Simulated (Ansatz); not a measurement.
# Mn3BOs: relaxing a made-up structure

This structure for Mn3BOs is made up. Its elements were placed in a known structure type with a cell scaled to their sizes. What cell does the guess relax to, and how far off was it?

Calculated with Ansatz 0.2.0; DFT, PBEsol, plane-wave PAW, files of the set soft_1, scalar-relativistic, ferromagnetic start, cell and ions relaxed at zero pressure; PAW set soft_1, in the first sound run; inputs show where later runs differ.

## (1) The starting structure

The structure is cubic, space group Pm-3m (No. 221). Conventional cell: a = 3.884 Å, b = 3.884 Å, c = 3.884 Å, α = 90.00°, β = 90.00°, γ = 90.00°. Nearest to Os lie 12 Mn at 2.75 Å. Nearest to Mn lie 2 B at 1.94 Å and 8 Mn at 2.75 Å and 4 Os at 2.75 Å. B has 6 Mn at 1.94 Å nearest. Farther neighbours are not listed.

## (2) Relaxing cell and atoms

The guessed cell has no reason to be at equilibrium. It is relaxed with the atoms, within the space group of the guess.

Contents of input.yaml:

```yaml
crystal:
  lattice:
    - [3.884, 0.0, 0.0]
    - [0.0, 3.884, 0.0]
    - [0.0, 0.0, 3.884]
  atoms:
    - { symbol: Os, position: [0.0, 0.0, 0.0], spin: 1.0 }
    - { symbol: Mn, position: [0.5, 0.5, 0.0], spin: 4.0 }
    - { symbol: Mn, position: [0.5, 0.0, 0.5], spin: 4.0 }
    - { symbol: Mn, position: [0.0, 0.5, 0.5], spin: 4.0 }
    - { symbol: B, position: [0.5, 0.5, 0.5] }
magnetization:
  spin_polarized: true
kpoints:
  mp_grid: { grid: [7, 7, 7] }
scf:
  occupations: { method: fermi_dirac, width: 0.05 }
hamiltonian:
  xc: pbesol
  pseudopotentials: { kind: paw, azcp: { folder: soft_1 }, xc_functional: pbe }
relax:
  f_tol: 0.015
  max_steps: 70
  cell: {}
output:
  forces: true
  stress: true
```

Run with:

```bash
> ansatz run input.yaml --threads 4 --pin off --max-ram 8192MiB --backend cpu --events-out ev --progress --plain --runs-dir out
```

Numbers of over 12 decimals in the logs are rounded to 6 here.

Output:

```text
Engine: ansatz 0.2.0, aarch64-unknown-linux-gnu
Pseudopotentials: kind: paw
Pseudopotential: Os, paw, valence charge 16, recommended cutoff 420 eV (normal), soft_1/Os.paw.azcp
Pseudopotential: Mn, paw, valence charge 15, recommended cutoff 420 eV (normal), soft_1/Mn.paw.azcp
Pseudopotential: B, paw, valence charge 3, recommended cutoff 420 eV (normal), soft_1/B.paw.azcp
Functional definition: PBEsol
  exchange = pbesol_x
  correlation = pbesol_c
Crystal: 5 atoms, lattice volume = 58.592 Å³
Basis set: ecut = 420 eV, 1189 PW (Γ), exchange–correlation on 54×54×54 points (8 copies of the dense FFT grid, shifted against one another)
Bands: 47, of which v1, the nominal top of the filled ones, is band 32 counted from 1 (31 counted from 0)
Symmetry: 48 space group operations
Space group: Pm-3m (ITA 221), of the structure as read, at distance tolerance 3.9e-5 Å
Magnetic group: BNS 221.92 (UNI 1594), of the structure as read, at distance tolerance 3.9e-5 Å
k-points: 20 of 343
Non-local potential: Os, projectors of the file, l = 0: 3, l = 1: 2, l = 2: 2, l = 3: 1
Non-local potential: Mn, projectors of the file, l = 0: 3, l = 1: 2, l = 2: 3, l = 3: 1
Non-local potential: B, projectors of the file, l = 0: 2, l = 1: 2, l = 2: 1
PAW form: soft (Blöchl's): semilocal exchange-correlation on the pseudo side does not see the compensation charge
PAW frozen core: Os, regenerated for the run's functional, and the local potential with it (the file was generated under x = pbe(κ = 0.804, μ = 0.219515), c = pbe(β = 0.066725))
PAW frozen core: Mn, regenerated for the run's functional, and the local potential with it (the file was generated under x = pbe(κ = 0.804, μ = 0.219515), c = pbe(β = 0.066725))
PAW frozen core: B, regenerated for the run's functional, and the local potential with it (the file was generated under x = pbe(κ = 0.804, μ = 0.219515), c = pbe(β = 0.066725))
PAW one-centre angular grid: Os, 590 points (default); XC on 64 Gauss nodes
PAW one-centre angular grid: Mn, 590 points (default); XC on 64 Gauss nodes
PAW one-centre angular grid: B, 110 points (default); XC on 64 Gauss nodes
Initial density: superposition of atomic densities (chi_scale 0.1, normalization cell, long waves kept (reshape's long-wave potential 0.00 eV rms))
Starting moments: Σ|m| = 13 μB on 4 of 5 sites
Initial wavefunctions: pseudopotential atomic-orbital guess
Functional: x = pbesol(κ = 0.804, μ = 0.123457), c = pbesol(β = 0.046)
SCF iter   1: F=—  HF=-23010.447144 eV  |F-HF|=—  |Δ(HF+E_count)|=         —  Δρ=8.74e-2 (↑8.74e-2 ↓7.88e-2)  dr2=2.21e1  dr2_m=1.50e0  M=9.740 μB ∫|m|=10.098 μB  β_m=0.30  ethr=3.10e-3  ⟨swp⟩=5.9  Hψ=6327  notcnv=0  defer=3
Mixer restart at iter 1: flushing history
preconditioner: auto → Kerker (q_TF=auto, 2.769 Å⁻¹)  [metal: Δε(μ)=0.019 eV  Ē_g=8.781 eV  σ=0.050 eV  W_gap=0.09  n_scr=18 (ndim 8)  ℏωp=27.4 eV  f_vac=0.000  D(μ)=4.23/eV (n_scr^D=32)]
spin=Collinear: Kerker preconditioning applied to the charge; magnetization (m = ρ↑ − ρ↓) channel mixes plain (no charge-response kernel on spin).
SCF iter   2: F=—  HF=-23008.254568 eV  |F-HF|=—  |Δ(HF+E_count)|=    2.19e0  Δρ=6.29e-2 (↑5.52e-2 ↓6.29e-2)  dr2=1.08e1  dr2_m=9.32e-1  M=9.389 μB ∫|m|=9.886 μB  β_m=0.61  ethr=3.10e-3  ⟨swp⟩=2.4  Hψ=3000  notcnv=0  defer=163
SCF iter   3: F=—  HF=-23008.626600 eV  |F-HF|=—  |Δ(HF+E_count)|=   3.72e-1  Δρ=4.37e-2 (↑4.37e-2 ↓2.81e-2)  dr2=2.49e-1  dr2_m=6.27e-1  M=7.895 μB ∫|m|=8.599 μB  β_m=0.65  ethr=3.10e-3  ⟨swp⟩=3.1  Hψ=3601  notcnv=0  defer=165
SCF iter   4: F=—  HF=-23013.422536 eV  |F-HF|=—  |Δ(HF+E_count)|=         —  Δρ=1.99e-1 (↑1.99e-1 ↓1.79e-1)  dr2=2.26e-1  dr2_m=1.91e1  M=1.480 μB ∫|m|=2.272 μB  β_m=1.00  ethr=3.89e-4  ⟨swp⟩=2.4  Hψ=3818  notcnv=0  defer=168
Mixer restart at iter 4: flushing history
SCF iter   5: F=—  HF=-23010.132393 eV  |F-HF|=—  |Δ(HF+E_count)|=    3.29e0  Δρ=1.89e-2 (↑9.51e-3 ↓1.89e-2)  dr2=3.33e-1  dr2_m=1.32e-2  M=1.528 μB ∫|m|=2.048 μB  β_m=0.65  ethr=7.81e-5  ⟨swp⟩=3.0  Hψ=4153  notcnv=0  defer=168
SCF iter   6: F=—  HF=-23010.095011 eV  |F-HF|=—  |Δ(HF+E_count)|=   3.74e-2  Δρ=1.99e-2 (↑1.99e-2 ↓3.94e-3)  dr2=1.73e-1  dr2_m=6.28e-2  M=1.342 μB ∫|m|=1.694 μB  β_m=0.55  ethr=7.81e-5  ⟨swp⟩=3.1  Hψ=4287  notcnv=0  defer=144
SCF iter   7: F=—  HF=-23010.064434 eV  |F-HF|=—  |Δ(HF+E_count)|=   3.06e-2  Δρ=7.25e-3 (↑7.25e-3 ↓6.99e-3)  dr2=1.40e-2  dr2_m=2.55e-2  M=1.351 μB ∫|m|=1.699 μB  β_m=0.31  ethr=7.81e-5  ⟨swp⟩=2.1  Hψ=3539  notcnv=0  defer=144
SCF iter   8: F=—  HF=-23010.065901 eV  |F-HF|=—  |Δ(HF+E_count)|=   1.47e-3  Δρ=4.34e-3 (↑3.10e-3 ↓4.34e-3)  dr2=1.71e-3  dr2_m=7.25e-3  M=1.274 μB ∫|m|=1.546 μB  β_m=0.72  ethr=2.19e-5  ⟨swp⟩=2.0  Hψ=2865  notcnv=0  defer=144
SCF iter   9: F=—  HF=-23010.066041 eV  |F-HF|=—  |Δ(HF+E_count)|=   1.39e-4  Δρ=1.64e-3 (↑9.23e-4 ↓1.64e-3)  dr2=2.22e-3  dr2_m=7.26e-4  M=1.172 μB ∫|m|=1.369 μB  β_m=0.86  ethr=2.67e-6  ⟨swp⟩=2.0  Hψ=2987  notcnv=0  defer=144
SCF iter  10: F=—  HF=-23010.065598 eV  |F-HF|=—  |Δ(HF+E_count)|=   4.43e-4  Δρ=3.73e-4 (↑2.19e-4 ↓3.73e-4)  dr2=2.63e-4  dr2_m=2.11e-5  M=1.145 μB ∫|m|=1.324 μB  β_m=0.93  ethr=2.67e-6  ⟨swp⟩=1.9  Hψ=2305  notcnv=0  defer=144
SCF iter  11: F=—  HF=-23010.065722 eV  |F-HF|=—  |Δ(HF+E_count)|=   1.23e-4  Δρ=2.39e-4 (↑2.39e-4 ↓1.94e-4)  dr2=1.20e-4  dr2_m=1.95e-6  M=1.141 μB ∫|m|=1.318 μB  β_m=0.97  ethr=4.10e-7  ⟨swp⟩=2.0  Hψ=2299  notcnv=0  defer=144
SCF iter  12: F=—  HF=-23010.065730 eV  |F-HF|=—  |Δ(HF+E_count)|=   8.16e-6  Δρ=1.17e-4 (↑1.17e-4 ↓4.66e-5)  dr2=6.47e-6  dr2_m=3.07e-6  M=1.140 μB ∫|m|=1.317 μB  β_m=0.89  ethr=1.87e-7  ⟨swp⟩=1.8  Hψ=2024  notcnv=0  defer=144
SCF iter  13: F=—  HF=-23010.065744 eV  |F-HF|=—  |Δ(HF+E_count)|=   1.43e-5  Δρ=2.19e-5 (↑1.25e-5 ↓2.19e-5)  dr2=6.80e-7  dr2_m=8.40e-8  M=1.139 μB ∫|m|=1.315 μB  β_m=0.94  ethr=1.01e-8  ⟨swp⟩=2.3  Hψ=2565  notcnv=0  defer=144
SCF iter  14: F=—  HF=-23010.065744 eV  |F-HF|=—  |Δ(HF+E_count)|=   1.34e-7  Δρ=1.24e-5 (↑9.81e-6 ↓1.24e-5)  dr2=1.41e-8  dr2_m=6.46e-8  M=1.138 μB ∫|m|=1.314 μB  β_m=0.97  ethr=1.06e-9  ⟨swp⟩=2.0  Hψ=2423  notcnv=0  defer=144
SCF iter  15: F=—  HF=-23010.065744 eV  |F-HF|=—  |Δ(HF+E_count)|=   5.43e-9  Δρ=3.68e-6 (↑1.03e-6 ↓3.68e-6)  dr2=1.09e-8  dr2_m=1.41e-9  M=1.138 μB ∫|m|=1.313 μB  β_m=0.99  ethr=2.21e-11  ⟨swp⟩=2.0  Hψ=3150  notcnv=0  defer=144
SCF iter  16: F=-23010.065744 eV  HF=-23010.065744 eV  |F-HF|=2.46e-9  |Δ(HF+E_count)|=   2.11e-9  Δρ=8.91e-7 (↑8.91e-7 ↓5.17e-7)  dr2=2.64e-9  dr2_m=2.70e-11  M=1.138 μB ∫|m|=1.313 μB  ethr=1.70e-11  ⟨swp⟩=1.2  Hψ=4357  notcnv=0
[...]
SCF 3 converged in 14 iterations: F = -23010.589182 eV  dr2 = 7.93e-10
relax step   3: F+E_penalty+E_count = -23010.58918227 eV  Δ(F+E_penalty+E_count) = -1.533e-2 eV  max|allowed force component| = 2.474e-29 eV/Å  Δτ_max = 0.0000 Å  P = +1.236 GPa  Ω = 52.477 Å³  energy of the carried Pulay correction = +1.080e-2 eV  (14 SCF iters, dr2 threshold 5.00e-7 eV, accepted)
[...]
relax step   4: F+E_penalty+E_count = -23010.58958994 eV  Δ(F+E_penalty+E_count) = -4.077e-4 eV  max|allowed force component| = 1.056e-29 eV/Å  Δτ_max = 0.0000 Å  P = -0.036 GPa  Ω = 52.695 Å³  energy of the carried Pulay correction = +1.040e-2 eV  (14 SCF iters, dr2 threshold 5.00e-7 eV, accepted)
[...]
relax step   5: F+E_penalty+E_count = -23010.58126436 eV  Δ(F+E_penalty+E_count) = +8.326e-3 eV  max|allowed force component| = 2.510e-29 eV/Å  Δτ_max = 0.0000 Å  P = -0.144 GPa  Ω = 52.695 Å³  stress off target by 1.44e-1 GPa  SCF on the basis re-selected at this cell (its energy is not comparable with the rows above)  (14 SCF iters)
[...]
relax step   6: F+E_penalty+E_count = -23010.58132213 eV  Δ(F+E_penalty+E_count) = -5.776e-5 eV  max|allowed force component| = 2.640e-28 eV/Å  Δτ_max = 0.0000 Å  P = -0.001 GPa  Ω = 52.670 Å³  energy of the carried Pulay correction = +4.668e-5 eV  (10 SCF iters, dr2 threshold 5.15e-8 eV, accepted)
iter 1 solved again at ethr=4.34e-8 eV; its pass at ethr=3.10e-3 eV (dr2=2.77e-5 eV) is discarded
SCF iter   1: F=—  HF=-23010.581229 eV  |F-HF|=—  |Δ(HF+E_count)|=         —  Δρ=1.87e-6 (↑1.51e-6 ↓1.87e-6)  dr2=4.29e-9  dr2_m=3.36e-11  M=-0.000 μB ∫|m|=0.000 μB  β_m=0.65  ethr=4.34e-8  ⟨swp⟩=4.0  Hψ=11604  notcnv=0
preconditioner: auto → none  [metal: Δε(μ)=0.032 eV  Ē_g=8.636 eV  σ=0.050 eV  W_gap=0.16  n_scr=6 (ndim 8)  ℏωp=28.9 eV  f_vac=0.000  D(μ)=6.64/eV (n_scr^D=92)]
SCF iter   2: F=—  HF=-23010.581231 eV  |F-HF|=—  |Δ(HF+E_count)|=   2.58e-6  Δρ=1.27e-6 (↑1.27e-6 ↓8.29e-7)  dr2=2.75e-9  dr2_m=5.34e-11  M=-0.000 μB ∫|m|=0.000 μB  β_m=0.36  ethr=6.70e-12  ⟨swp⟩=3.0  Hψ=3617  notcnv=0
SCF iter   3: F=—  HF=-23010.581231 eV  |F-HF|=—  |Δ(HF+E_count)|=  4.37e-10  Δρ=6.26e-7 (↑4.71e-7 ↓6.26e-7)  dr2=1.13e-10  dr2_m=2.99e-11  M=-0.000 μB ∫|m|=0.000 μB  β_m=0.55  ethr=4.30e-12  ⟨swp⟩=2.0  Hψ=2426  notcnv=0
SCF iter   4: F=—  HF=-23010.581231 eV  |F-HF|=—  |Δ(HF+E_count)|=  1.13e-10  Δρ=4.72e-7 (↑4.72e-7 ↓1.27e-7)  dr2=1.06e-10  dr2_m=3.01e-11  M=-0.000 μB ∫|m|=0.000 μB  β_m=0.51  ethr=1.00e-12  ⟨swp⟩=1.6  Hψ=2167  notcnv=0
SCF iter   5: F=—  HF=-23010.581231 eV  |F-HF|=—  |Δ(HF+E_count)|=  2.55e-11  Δρ=2.80e-7 (↑2.80e-7 ↓1.82e-7)  dr2=6.79e-12  dr2_m=2.49e-11  M=-0.000 μB ∫|m|=0.000 μB  β_m=0.76  ethr=1.00e-12  ⟨swp⟩=1.0  Hψ=1880  notcnv=0
SCF iter   6: F=—  HF=-23010.581231 eV  |F-HF|=—  |Δ(HF+E_count)|=  3.64e-11  Δρ=1.91e-7 (↑1.91e-7 ↓9.16e-8)  dr2=8.78e-12  dr2_m=9.04e-12  M=-0.000 μB ∫|m|=0.000 μB  β_m=0.88  ethr=1.00e-12  ⟨swp⟩=1.0  Hψ=1880  notcnv=0
SCF iter   7: F=—  HF=-23010.581231 eV  |F-HF|=—  |Δ(HF+E_count)|=  7.28e-12  Δρ=5.78e-8 (↑4.12e-8 ↓5.78e-8)  dr2=3.72e-12  dr2_m=1.04e-13  M=-0.000 μB ∫|m|=0.000 μB  β_m=0.92  ethr=1.00e-12  ⟨swp⟩=1.1  Hψ=1882  notcnv=0
SCF iter   8: F=—  HF=-23010.581231 eV  |F-HF|=—  |Δ(HF+E_count)|=    0.00e0  Δρ=3.38e-8 (↑3.10e-8 ↓3.38e-8)  dr2=1.44e-12  dr2_m=1.86e-14  M=-0.000 μB ∫|m|=0.000 μB  β_m=0.95  ethr=1.00e-12  ⟨swp⟩=1.0  Hψ=1880  notcnv=0
SCF iter   9: F=—  HF=-23010.581231 eV  |F-HF|=—  |Δ(HF+E_count)|=    0.00e0  Δρ=2.05e-8 (↑2.05e-8 ↓1.21e-8)  dr2=6.30e-13  dr2_m=9.96e-15  M=0.000 μB ∫|m|=0.000 μB  β_m=0.95  ethr=1.00e-12  ⟨swp⟩=1.0  Hψ=1880  notcnv=0
SCF iter  10: F=-23010.581231 eV  HF=-23010.581231 eV  |F-HF|=3.64e-12  |Δ(HF+E_count)|=  1.09e-11  Δρ=7.16e-8 (↑7.16e-8 ↓7.08e-8)  dr2=1.63e-11  dr2_m=1.49e-16  M=-0.000 μB ∫|m|=0.000 μB  ethr=1.00e-12  ⟨swp⟩=1.2  Hψ=3928  notcnv=0
the starting moments were not kept: the SCF closed with an absolute magnetisation of 1.1e-7 μB, where they sum to 13 μB in size (4 sites). That is at most 0.1 of that sum. Measured as dr2_m measures the in/out step, that magnetisation stands 3.7e-15 eV from none, at or under the dr2_threshold of 5.0e-11 eV: it is no larger than a step whose dr2_m would equal this threshold.
SCF 7 converged in 10 iterations: F = -23010.581231 eV  dr2 = 1.63e-11
relax step   7: F+E_penalty+E_count = -23010.58123112 eV  Δ(F+E_penalty+E_count) = +9.101e-5 eV  max|allowed force component| = 1.029e-28 eV/Å  Δτ_max = 0.0000 Å  P = -0.001 GPa  Ω = 52.670 Å³  stress off target by 1.22e-3 GPa  SCF on the basis re-selected at this cell (its energy is not comparable with the rows above)  (10 SCF iters)
basis re-selected at this cell: Δ(F+E_penalty+E_count) = +9.101e-5 eV, ΔP = -0.000 GPa vs the last step (what re-selecting the basis moved, of the pressure what is left beyond the Pulay correction that the steps carried, after the strain that the cell walked since its last selection, with what the two solves' SCF thresholds leave and, on support functions, any second-order correction that the steps lacked; it is no m [...]
SCF converged after 10 iterations
Magnetization: -0.0000 μB (32.0000 up, 32.0000 down)
Absolute magnetization: 0.0000 μB (∫|ρ↑−ρ↓|, with the PAW one-centre terms)
Spin contamination: 0.0000 ħ² per cell (⟨S²⟩ above its minimum at these occupations)
Per-site moments (μB) at R_I (Å): [(-2.8420644115728698e-8, 1.093360), (-2.0954353322254754e-8, 0.773122), (-2.0954353550395276e-8, 0.773122), (-2.0954353534287297e-8, 0.773122), (9.795491359149498e-10, 0.773122)]
Free energy (F): -23010.581231 eV
Harris-Foulkes:  -23010.581231 eV  (|F-HF|=3.64e-12)
Internal energy: -23010.528730 eV  (E = F + TS)
E sigma→0 (E₀):  -23010.554981 eV
Entropy (-TS):   -0.052501 eV (-10.500 meV/atom)
Fermi energy:    20.247086 eV
--- Per-component energies (eV) ---
  E_band       = -589.882673
  E_kinetic    = 1511.376823
  E_local      = -6687.822463  (includes V_loc(G=0)·N_el)
  E_nonlocal   = 1571.099609
  E_hartree    = 2507.432769
  E_xc         = -597.958840
  E_vxc        = -712.040155  (∫ρ·V_xc dr)
  E_paw        = -12873.447513  (= ΣΔE_a)
  E_vpaw       = -1287.362914  (= ΣTr[D̂ρ^β])
  E_aug_tail   = 0.000713  (compensation charges beyond the density's cutoff)
  E_ewald      = -8441.981488
  E_core_change = 0.771660  (= ΣΔE_core)
  E_smearing   = -0.052501  (= −TS)
  E_closure    = -0.000000  (closes the sum)
  Σ components = -23010.581231   (vs F -23010.581231, Δ=0.00e0)
--- Forces (eV/Å), atoms counted from 1 ---
  atom   1  Os    -0.00000000     0.00000000    -0.00000000
  atom   2  Mn     0.00000000    -0.00000000     0.00000000
  atom   3  Mn     0.00000000     0.00000000    -0.00000000
  atom   4  Mn    -0.00000000    -0.00000000    -0.00000000
  atom   5  B      0.00000000     0.00000000    -0.00000000
  max |Σ_I F_I| component: 3.27e-28 eV/Å
--- Stress (GPa, compression-positive) ---
       -0.001221      -0.000000      -0.000000
       -0.000000      -0.001221      -0.000000
       -0.000000      -0.000000      -0.001221
  P = ⅓ Tr σ = -0.0012 GPa (-0.012 kbar)
--- Relaxed structure (5 steps of the walk, 5 accepted, 2 SCFs on fresh bases) ---
  F+E_penalty+E_count = -23010.58123112 eV   max|allowed force component| = 1.029e-28 eV/Å   (the final SCF, on the basis selected at the relaxed cell)
  cell:  # Å, volume = 52.6699 Å³
    - [3.748472, 0, 0]
    - [0, 3.748472, 0]
    - [0, 0, 3.748472]
  atoms:
    - { symbol: Os, position: [0, 0, 0] }
    - { symbol: Mn, position: [0.500000, 0.500000, 0] }
    - { symbol: Mn, position: [0.500000, 0, 0.500000] }
    - { symbol: Mn, position: [0, 0.500000, 0.500000] }
    - { symbol: B, position: [0.500000, 0.500000, 0.500000] }
```

It took 15 s on 4 threads of Arm Neoverse V2, shared host; peak memory 0.43 GiB; 56 s of CPU time.

Relaxation path:

| step | energy less that of the first step (eV) | largest force component (eV/Å) | pressure (GPa) | volume (Å³) |
| --- | --- | --- | --- | --- |
| 1 | 0.0000 | 0.0000 | -24.98 | 58.59 |
| 2 | -0.5081 | 0.0000 | -4.96 | 53.59 |
| 3 | -0.5234 | 0.0000 | 1.24 | 52.48 |
| 4 | -0.5238 | 0.0000 | -0.04 | 52.69 |
| 5* | -0.5155 | 0.0000 | -0.14 | 52.69 |
| 6 | -0.5156 | 0.0000 | 0.00 | 52.67 |
| 7* | -0.5155 | 0.0000 | 0.00 | 52.67 |

Relaxation steps marked * repeat the geometry before them on a plane-wave basis chosen anew for their cell, so energy and pressure can jump there.

The run keeps the 48 symmetry operations that it works with, so distortions that break them were not tested.

| conventional cell, symmetrised | before | after | change |
| --- | --- | --- | --- |
| a (Å) | 3.884 | 3.748 | -3.5 % |
| b (Å) | 3.884 | 3.748 | -3.5 % |
| c (Å) | 3.884 | 3.748 | -3.5 % |
| volume (Å³/atom) | 11.72 | 10.53 | -10.1 % |

Final coordinates:

```cif
data_structure
_symmetry_space_group_name_H-M 'P 1'
_symmetry_Int_Tables_number 1
_cell_length_a 3.7485
_cell_length_b 3.7485
_cell_length_c 3.7485
_cell_angle_alpha 90.000
_cell_angle_beta 90.000
_cell_angle_gamma 90.000
_cell_volume 52.67
loop_
_atom_site_label
_atom_site_type_symbol
_atom_site_fract_x
_atom_site_fract_y
_atom_site_fract_z
_atom_site_occupancy
Os1 Os 0.00000 0.00000 0.00000 1
Mn2 Mn 0.50000 0.50000 0.00000 1
Mn3 Mn 0.50000 0.00000 0.50000 1
Mn4 Mn 0.00000 0.50000 0.50000 1
B5 B 0.50000 0.50000 0.50000 1
```

This step gave:

| Item | Value |
| --- | --- |
| free energy | -23010.5812 eV |
| energy at zero smearing | -23010.5550 eV |
| smearing term TS | 0.05250 eV |
| Fermi energy | 20.25 eV |
| electrons | 64 |
| symmetry operations | 48 |
| pressure | -0.001221 GPa |

Shortest distances by pair of elements, guess and relaxed (not always the same contact):

| pair | guess (Å) | relaxed (Å) |
| --- | --- | --- |
| B–Mn | 1.942 | 1.874 |
| Mn–Os | 2.746 | 2.651 |
| Mn–Mn | 2.746 | 2.651 |
| B–Os | 3.364 | 3.246 |
| Os–Os | 3.884 | 3.748 |

The relaxation ends with a pressure of 0.00 GPa. No moment survives the cycle: this start ends non-magnetic.

(Continued in part 2 of 2.)

[Logs are printed without paths, hosts, clocks, repeated set-up lines and the standing remarks that a program may print on its own settings, such as how far it seeks lower states.]

[Hosts, paths, dates, database ids (printed as entryN), source tags and the programs' standing remarks are cut or masked in the printed files.]
